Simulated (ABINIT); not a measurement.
# MgO (Fm-3m): G0W0 with ABINIT, start to end, part 2 of 3

Wanted: ground state, empty states, screening and self-energy for MgO (Fm-3m).

ABINIT 10.8.3; PBE and many-body steps on it, plane waves. Known limits of the many-body steps: short of the basis limit.

So far. Step 2 (Ground state): The gap is direct, at Γ.

## Step 3: Bands along the symmetry lines

Level of this step: DFT, PBE, plane waves, norm-conserving pseudopotentials (ABINIT).

Levels along a band path, at the cheap level, show where the edges lie and whether the meshes to come will hold them.

run.abi

```
acell 3*1.0 Angstrom
rprim 
  -0.000000000000 2.097001392700 2.097001392700
  2.097001392700 -0.000000000000 2.097001392700
  2.097001392700 2.097001392700 -0.000000000000
ntypat 2
znucl 12 8
natom 2
typat 1 2
xred 
  0.000000000000 0.000000000000 0.000000000000
  0.500000000000 0.500000000000 0.500000000000
pp_dirpath "pseudos"
pseudos "Mg.upf, O.upf"
ecut 38
iscf -2
irdden 1
kptopt 0
nkpt 50
kpt 
  0.00000000 0.00000000 0.00000000
  0.06250000 0.00000000 0.06250000
  0.12500000 0.00000000 0.12500000
  0.18750000 0.00000000 0.18750000
  0.25000000 0.00000000 0.25000000
  0.31250000 0.00000000 0.31250000
  0.37500000 0.00000000 0.37500000
  0.43750000 0.00000000 0.43750000
  0.50000000 0.00000000 0.50000000
  0.51562500 0.03125000 0.51562500
  0.53125000 0.06250000 0.53125000
  0.54687500 0.09375000 0.54687500
  0.56250000 0.12500000 0.56250000
  0.57812500 0.15625000 0.57812500
  0.59375000 0.18750000 0.59375000
  0.60937500 0.21875000 0.60937500
  0.62500000 0.25000000 0.62500000
  0.37500000 0.37500000 0.75000000
  0.32812500 0.32812500 0.65625000
  0.28125000 0.28125000 0.56250000
  0.23437500 0.23437500 0.46875000
  0.18750000 0.18750000 0.37500000
  0.14062500 0.14062500 0.28125000
  0.09375000 0.09375000 0.18750000
  0.04687500 0.04687500 0.09375000
  0.00000000 0.00000000 0.00000000
  0.06250000 0.06250000 0.06250000
  0.12500000 0.12500000 0.12500000
  0.18750000 0.18750000 0.18750000
  0.25000000 0.25000000 0.25000000
  0.31250000 0.31250000 0.31250000
  0.37500000 0.37500000 0.37500000
  0.43750000 0.43750000 0.43750000
  0.50000000 0.50000000 0.50000000
  0.50000000 0.46875000 0.53125000
  0.50000000 0.43750000 0.56250000
  0.50000000 0.40625000 0.59375000
  0.50000000 0.37500000 0.62500000
  0.50000000 0.34375000 0.65625000
  0.50000000 0.31250000 0.68750000
  0.50000000 0.28125000 0.71875000
  0.50000000 0.25000000 0.75000000
  0.50000000 0.21875000 0.71875000
  0.50000000 0.18750000 0.68750000
  0.50000000 0.15625000 0.65625000
  0.50000000 0.12500000 0.62500000
  0.50000000 0.09375000 0.59375000
  0.50000000 0.06250000 0.56250000
  0.50000000 0.03125000 0.53125000
  0.50000000 0.00000000 0.50000000
istwfk *1
nband 18
nbdbuf 5
tolwfr 1e-07
nstep 50
prtwf 0
prtvol 0
indata_prefix "in"
outdata_prefix "out"
tmpdata_prefix "tmp"
```

The run is started by

```console
> OMP_NUM_THREADS=1 mpirun -n 4 abinit run.abi > log
```

The program printed:

```text
.Version 10.8.3 of ABINIT. v10.8.2 released Aug 2026.

 Symmetries : space group Fm -3 m (#225); Bravais cF (face-center cubic)
[... echo of the input left out ...]
== DATASET  1 ==================================================================
-   mpi_nproc: 4, omp_nthreads: 1 (-1 if OMP is not activated)

--- !DatasetInfo
iteration_state: {dtset: 1, }
dimensions: {natom: 2, nkpt: 50, mband: 18, nsppol: 1, nspinor: 1, nspden: 1, mpw: 1411, }
cutoff_energies: {ecut:  38.0, pawecutdg:  -1.0, }
electrons: {nelect:   1.60000000E+01, charge:   0.00000000E+00, occopt:   1.00000000E+00, tsmear:   1.00000000E-02, }

 Real(R)+Recip(G) space primitive vectors, cartesian coordinates (Bohr,Bohr^-1):
 R(1)=  0.0000000  3.9627583  3.9627583  G(1)= -0.1261747  0.1261747  0.1261747
 R(2)=  3.9627583  0.0000000  3.9627583  G(2)=  0.1261747 -0.1261747  0.1261747
 R(3)=  3.9627583  3.9627583  0.0000000  G(3)=  0.1261747  0.1261747 -0.1261747
 Unit cell volume ucvol=  1.2445798E+02 bohr^3
 Angles (23,13,12)=  6.00000000E+01  6.00000000E+01  6.00000000E+01 degrees

 getcut: wavevector=  0.0000  0.0000  0.0000  ngfft=  32  32  32
         ecut(hartree)=     38.000   => boxcut(ratio)=   2.05769

--- Pseudopotential description ------------------------------------------------
- Mg Generated using ONCVPSP code by D. R. Hamann
- 12.00000  10.00000  171031                  znucl, zion, pspdat
12 -101130 1 -1 1510                          pspcod,pspxc,lmax,lloc,mmax
     nproj     2     2     0
  pspatm : epsatm=    9.22893308
         --- l  ekb(1:nproj) -->
             0    2.250005   -0.808630
             1   -6.469357   -2.503313
 pspatm: atomic psp has been read  and splines computed

- O Generated using ONCVPSP code by D. R. Hamann
-  8.00000   6.00000  171031                  znucl, zion, pspdat
12 -101130 2 -1 936                           pspcod,pspxc,lmax,lloc,mmax
     nproj     2     2     1
  pspatm : epsatm=    6.19545534
         --- l  ekb(1:nproj) -->
             0    6.056735    0.824024
[...]
2   -1.331955
 pspatm: atomic psp has been read  and splines computed

--------------------------------------------------------------------------------

================================================================================
 prteigrs : about to open file out_EIG
 Non-SCF case, kpt    1 (  0.00000  0.00000  0.00000), residuals and eigenvalues=
  9.42E-09  2.83E-08  6.52E-08  6.50E-09  9.60E-09  8.72E-08  1.35E-08  5.99E-08
  1.23E-08  8.79E-09  8.83E-09  5.02E-08  3.11E-08  1.44E-08  9.30E-08  4.67E-08
  9.90E-08  3.39E-08
 -2.4797E+00 -1.2578E+00 -1.2578E+00 -1.2578E+00 -4.5613E-01  1.7790E-01
  1.7790E-01  1.7790E-01  3.5778E-01  7.6721E-01  7.6721E-01  7.6721E-01
  9.0692E-01  9.8181E-01  9.8181E-01  1.0811E+00  1.0811E+00  1.0811E+00
 Non-SCF case, kpt    2 (  0.06250  0.00000  0.06250), residuals and eigenvalues=
  9.59E-09  1.47E-08  6.40E-09  6.19E-08  1.79E-08  2.84E-08  8.79E-09  2.99E-08
[...]
3.69E-08  4.79E-08
[...]
Non-SCF case, kpt    3 (  0.12500  0.00000  0.12500), residuals and eigenvalues=
[...]
Non-SCF case, kpt   49 (  0.50000  0.03125  0.53125), residuals and eigenvalues=
[...]
Non-SCF case, kpt   50 (  0.50000  0.00000  0.50000), residuals and eigenvalues=
[...]
1.2827E-01  1.2827E-01  5.1764E-01  5.5107E-01  6.6414E-01  8.8312E-01
  8.8312E-01  1.1269E+00  1.1843E+00  1.3299E+00  1.3299E+00  1.4468E+00

--- !ResultsGS
iteration_state: {dtset: 1, }
comment   : Summary of ground state results
lattice_vectors:
- [ -0.0000000,   3.9627583,   3.9627583, ]
- [  3.9627583,  -0.0000000,   3.9627583, ]
- [  3.9627583,   3.9627583,  -0.0000000, ]
lattice_lengths: [   5.60419,    5.60419,    5.60419, ]
lattice_angles: [ 60.000,  60.000,  60.000, ] # degrees, (23, 13, 12)
lattice_volume:   1.2445798E+02
convergence: {deltae:  0.000E+00, res2:  0.000E+00, residm:  9.989E-08, diffor:  0.000E+00, }
etotal    :  -7.60504444E+01
entropy   :   0.00000000E+00
fermie    :   1.77897150E-01
cartesian_stress_tensor: null
pressure_GPa: null
xred      :
- [  0.0000E+00,   0.0000E+00,   0.0000E+00, Mg]
- [  5.0000E-01,   5.0000E-01,   5.0000E-01,  O]
cartesian_forces: null
force_length_stats: {min: null, max: null, mean: null, }

 Integrated electronic density in atomic spheres:
 ------------------------------------------------
 Atom  Sphere_radius  Integrated_density
[...]
================================================================================

 ----iterations are completed or convergence reached----

 Mean square residual over all n,k,spin=   31.759E-09; max=  99.886E-09
 reduced coordinates (array xred) for    2 atoms
       0.000000      0.000000      0.000000
       0.500000      0.500000      0.500000

 cartesian coordinates (angstrom) at end:
    1      0.000000     0.000000     0.000000
    2      2.097001     2.097001     2.097001
 length scales=  1.889726  1.889726  1.889726 bohr
              =  1.000000  1.000000  1.000000 angstroms
 prteigrs : about to open file out_EIG
 Eigenvalues (hartree) for nkpt=  50  k points:
 kpt#   1, nband= 18, wtk=  1.00000, kpt=  0.0000  0.0000  0.0000 (reduced coord)
[...]
kpt#   2, nband= 18, wtk=  1.00000, kpt=  0.0625  0.0000  0.0625 (reduced coord)
[...]
kpt#   3, nband= 18, wtk=  1.00000, kpt=  0.1250  0.0000  0.1250 (reduced coord)
[...]
kpt#  49, nband= 18, wtk=  1.00000, kpt=  0.5000  0.0313  0.5313 (reduced coord)
[...]
1.33091    1.46604
 kpt#  50, nband= 18, wtk=  1.00000, kpt=  0.5000  0.0000  0.5000 (reduced coord)
  -2.47926   -1.26059   -1.25891   -1.25891   -0.39813    0.02762    0.12827    0.12827
   0.51764    0.55107    0.66414    0.88312    0.88312    1.12685    1.18428    1.32995
   1.32995    1.44675

== END DATASET(S) ==============================================================
================================================================================

 -outvars: echo values of variables after computation  --------
            nband          18
             nkpt          50
          spgroup         225
 [... the other variables as echoed above ...]

 Calculation completed.
```

The job ended after 3.3 s (4 MPI ranks of Arm Neoverse V2, shared host; peak memory 0.25 GiB).

Read from the output:

- gap: 4.895 eV
- k of the valence top: 0, 0, 0
- k of the conduction bottom: 0, 0, 0
- least direct gap: 4.895 eV

The gap is 4.895 eV, as in the run before at this level.

Electronic bands along the path, in eV, zero at the top of the highest filled band; v1 is the highest filled band, c1 the lowest empty one:

```csv
point,v4,v3,v2,v1,c1,c2,c3,c4
Γ,-17.25,0.00,0.00,0.00,4.89,16.04,16.04,16.04
halfway,-16.47,-2.63,-0.74,-0.74,8.23,11.31,15.69,17.68
X,-15.67,-4.09,-1.35,-1.35,9.24,10.15,13.23,19.19
halfway,-15.66,-3.94,-1.80,-1.30,9.63,10.67,13.07,18.82
U,-15.65,-3.50,-2.72,-1.15,10.22,11.95,12.66,18.34
jump to K,-15.65,-3.50,-2.72,-1.15,10.22,11.95,12.66,18.34
halfway,-16.39,-2.94,-1.18,-0.39,8.32,12.13,15.56,18.15
Γ,-17.25,0.00,0.00,0.00,4.89,16.04,16.04,16.04
halfway,-16.63,-2.66,-0.34,-0.34,7.24,12.72,16.87,16.87
L,-15.90,-4.64,-0.65,-0.65,8.02,12.76,16.49,16.49
halfway,-15.76,-4.02,-1.94,-0.99,9.80,12.34,13.67,17.10
W,-15.61,-2.96,-2.96,-1.78,11.77,11.77,12.35,15.74
halfway,-15.64,-3.79,-1.90,-1.57,10.13,11.04,12.89,17.56
X,-15.67,-4.09,-1.35,-1.35,9.24,10.15,13.23,19.19
```

The electronic bands as a text plot (rows in eV, shown from -8.0 to 10.9 only):

```
   10.5 |       ++ +++++  ++++                         +     ++++
    9.7 |         +++ ++++    ++                      +       ++
    8.9 |       ++   +                              ++          +
    8.1 |     ++                +              +++++
    7.4 |    +                   ++         +++
    6.6 |                          ++      +
    5.8 |  ++                            ++
    5.0 |++                          ++++
    4.2 |
    3.4 |
    2.6 |
    1.8 |
    1.1 |
    0.3 |**                        ********
   -0.5 | ******            **********  *  ***********
   -1.3 |  **   ************    *  **    **         ******   ****
   -2.1 |    *         **   **** **        *          **  ****
   -2.9 |     ****       ***    *           *           ****
   -3.7 |         *** **********             **       ***   ****
   -4.5 |            *                         *******          *
   -5.2 |
   -6.0 |
   -6.8 |
   -7.6 |
         Γ           X  U|K            Γ         L        W     X
```

## Step 4: Empty states on the mesh, 6×6×6 mesh, 484 bands

The sums over transitions need many empty states on a uniform mesh; this step solves for them.

run.abi

```
acell 3*1.0 Angstrom
rprim 
  -0.000000000000 2.097001392700 2.097001392700
  2.097001392700 -0.000000000000 2.097001392700
  2.097001392700 2.097001392700 -0.000000000000
ntypat 2
znucl 12 8
natom 2
typat 1 2
xred 
  0.000000000000 0.000000000000 0.000000000000
  0.500000000000 0.500000000000 0.500000000000
pp_dirpath "pseudos"
pseudos "Mg.upf, O.upf"
ecut 38
ngkpt 6 6 6
nshiftk 1
shiftk 0 0 0
kptopt 1
chksymbreak 0
irdden 1
istwfk *1
nband 484
prtvol 0
optdriver 6
gwr_task "HDIAGO"
paral_kgb 0
occopt 1
indata_prefix "in"
outdata_prefix "out"
tmpdata_prefix "tmp"
```

The program printed:

```text
[banner, memory and clock lines left out]
.Version 10.8.3 of ABINIT. v10.8.2 released Aug 2026.

 Symmetries : space group Fm -3 m (#225); Bravais cF (face-center cubic)
[... echo of the input left out ...]
== DATASET  1 ==================================================================
-   mpi_nproc: 4, omp_nthreads: 1 (-1 if OMP is not activated)

--- !DatasetInfo
iteration_state: {dtset: 1, }
dimensions: {natom: 2, nkpt: 16, mband: 484, nsppol: 1, nspinor: 1, nspden: 1, mpw: 1411, }
cutoff_energies: {ecut:  38.0, pawecutdg:  -1.0, }
electrons: {nelect:   1.60000000E+01, charge:   0.00000000E+00, occopt:   1.00000000E+00, tsmear:   1.00000000E-02, }

.Using double precision arithmetic; gwpc =  8

- Reading GS density from: in_DEN

--- Pseudopotential description ------------------------------------------------
- Mg Generated using ONCVPSP code by D. R. Hamann
- 12.00000  10.00000  171031                  znucl, zion, pspdat
12 -101130 1 -1 1510                          pspcod,pspxc,lmax,lloc,mmax
     nproj     2     2     0
  pspatm : epsatm=    9.22893308
         --- l  ekb(1:nproj) -->
             0    2.250005   -0.808630
             1   -6.469357   -2.503313
 pspatm: atomic psp has been read  and splines computed

- O Generated using ONCVPSP code by D. R. Hamann
-  8.00000   6.00000  171031                  znucl, zion, pspdat
12 -101130 2 -1 936                           pspcod,pspxc,lmax,lloc,mmax
     nproj     2     2     1
  pspatm : epsatm=    6.19545534
         --- l  ekb(1:nproj) -->
             0    6.056735    0.824024
             1   -4.717130   -1.149271
             2   -1.331955
 pspatm: atomic psp has been read  and splines computed

   2.46790215E+02                                ecore*ucvol(ha*bohr**3)

 Total charge density [el/Bohr^3]
)     Maximum=    3.3940E+00  at reduced coord.    0.0625    0.9375    0.9688
)     Minimum=    1.0142E-02  at reduced coord.    0.2500    0.2500    0.2500
   Integrated=    1.6000E+01

 === KS gaps after direct diagonalization ===
 Direct band gap semiconductor
 Fundamental gap:     4.895 (eV)
   VBM:     4.841 (eV) at k: [ 0.0000E+00,  0.0000E+00,  0.0000E+00]
   CBM:     9.736 (eV) at k: [ 0.0000E+00,  0.0000E+00,  0.0000E+00]
 Direct gap:         4.895 (eV) at k: [ 0.0000E+00,  0.0000E+00,  0.0000E+00]

== END DATASET(S) ==============================================================

 -outvars: echo values of variables after computation  --------
           etotal      0.0000000000E+00
            nband         484
             nkpt          16
          spgroup         225
 [... the other variables as echoed above ...]

 Calculation completed.
```

Run time: 13 s. Hardware: 4 MPI ranks; peak memory 0.69 GiB.

Read from the output:

```
gap                                                           : 4.895 eV
k of the valence top                                          : 0, 0, 0
k of the conduction bottom                                    : 0, 0, 0
least direct gap                                              : 4.895 eV
k points computed                                             : 16
lowest point of the top converged band, above the valence top : 481.5744 eV
```

On this mesh the gap is 4.895 eV.

## Step 5: Screening, 6×6×6 mesh, 476 bands, screening to 598.7 eV

The RPA dielectric matrix is built and inverted for each q.

This step: RPA screening on PBE, plane waves, norm-conserving pseudopotentials.

Changes to run.abi since step 4:

```diff
@@ -20,10 +20,11 @@
 chksymbreak 0
-irdden 1
 istwfk *1
-nband 484
-prtvol 0
-optdriver 6
-gwr_task "HDIAGO"
-paral_kgb 0
 occopt 1
+irdwfk 1
+optdriver 3
+nband 476
+ecuteps 22
+inclvkb 2
+awtr 1
+symchi 1
 indata_prefix "in"
```

The program printed:

```text
.Version 10.8.3 of ABINIT. v10.8.2 released Aug 2026.

 Symmetries : space group Fm -3 m (#225); Bravais cF (face-center cubic)
[... echo of the input left out ...]
== DATASET  1 ==================================================================
-   mpi_nproc: 4, omp_nthreads: 1 (-1 if OMP is not activated)

--- !DatasetInfo
iteration_state: {dtset: 1, }
dimensions: {natom: 2, nkpt: 16, mband: 476, nsppol: 1, nspinor: 1, nspden: 1, mpw: 1411, }
cutoff_energies: {ecut:  38.0, pawecutdg:  -1.0, }
electrons: {nelect:   1.60000000E+01, charge:   0.00000000E+00, occopt:   1.00000000E+00, tsmear:   1.00000000E-02, }

 SCREENING: Calculation of the susceptibility and dielectric matrices

 Based on a program developped by R.W. Godby, V. Olevano, G. Onida, and L. Reining.
 Incorporated in ABINIT by V. Olevano, G.-M. Rignanese, and M. Torrent.
.Using double precision arithmetic ; gwpc =  8

[... cell and pseudopotentials left out ...]
--------------------------------------------------------------------------------

 ==== K-mesh for the wavefunctions ====
 Number of points in the irreducible wedge :    16
[... list of points left out ...]
 Together with 48 symmetry operations and time-reversal symmetry
 yields   216 points in the full Brillouin Zone.

 ==== Q-mesh for the screening function ====
 Number of points in the irreducible wedge :    16
[... list of points left out ...]
 Together with 48 symmetry operations and time-reversal symmetry
 yields   216 points in the full Brillouin Zone.

 setmesh: FFT mesh size selected  =    27x   27x   27
          total number of points  =        19683

 vcoul_init : cutoff-mode = AUXILIARY_FUNCTION
 q-points for optical limit:   1
     1)      0.000010    0.000020    0.000030

- screening: taking advantage of time-reversal symmetry
- Maximum band index for partially occupied states nbvw = 8
- Remaining bands to be divided among processors   nbcw = 468
- Number of bands treated by each node ~117

 Number of electrons calculated from density =   16.0000; Expected =   16.0000
 average of density, n =  0.128557
 r_s =    1.2291
 omega_plasma =   34.5863 [eV]

 calculating chi0 at frequencies [eV] :
  1    0.000000E+00    0.000000E+00
  2    0.000000E+00    3.458631E+01

--------------------------------------------------------------------------------
  q-point number  1        q = ( 0.000000, 0.000000, 0.000000) [r.l.u.]
--------------------------------------------------------------------------------
[... chi0 elements left out ...]
 For q-point:  0.000010 0.000020 0.000030
  dielectric constant =   3.0156
  dielectric constant without local fields =   3.2397

  Average fulfillment of the sum rule on Im[epsilon] for q-point    1 :    105.39  [%]
[... wings left out ...]
  q-point number  2        q = ( 0.166667, 0.000000, 0.000000) [r.l.u.]
--------------------------------------------------------------------------------
[... chi0 elements left out ...]
  Average fulfillment of the sum rule on Im[epsilon] for q-point    2 :    111.43  [%]

 [... 14 further q-points ...]
```

The job ended after 25 min (4 MPI ranks; peak memory 3.7 GiB).

This step gave:

| Item | Value |
| --- | --- |
| ε∞ with local fields, on this mesh | 3.016 |
| ε∞ without local fields, on this mesh | 3.240 |
| plasma frequency | 34.59 eV |
| plane waves in the screening matrix | 609 |

Local fields lower ε∞ by 7 %.

(Continued in part 3 of 3.)

[Long decimals in the printed logs are rounded to 6 places.]

[Logs are printed without paths, hosts, clocks, repeated set-up lines and the standing remarks that a program may print on its own settings, such as how far it seeks lower states.]

[Paths, hosts, dates, memory and timing lines, banners, echoed tables and standing remarks are left out of the program output; an Ansatz launch command may be rebuilt from the run's recorded settings. Measured values are a selection of at most five: reports struck by readers or far from the other reports are left out. None is set beside runs whose start may be inverted or whose files or cutoffs have a known fault.]

[Runs of the session that timed out or met a known fault of the program may be left out.]

[Hosts, paths, dates, database ids (printed as entryN), source tags and the programs' standing remarks are cut or masked in the printed files.]

[G0W0 gaps are taken among the corrected bands and points alone; a level outside them can change the order at an edge.]

[Where Ansatz stands beside ABINIT at settings called matched, ABINIT's density can come from a denser mesh and the files from another edition; pairs whose starting gaps differed by over 0.03 eV were left out, so agreement reads better than it is.]
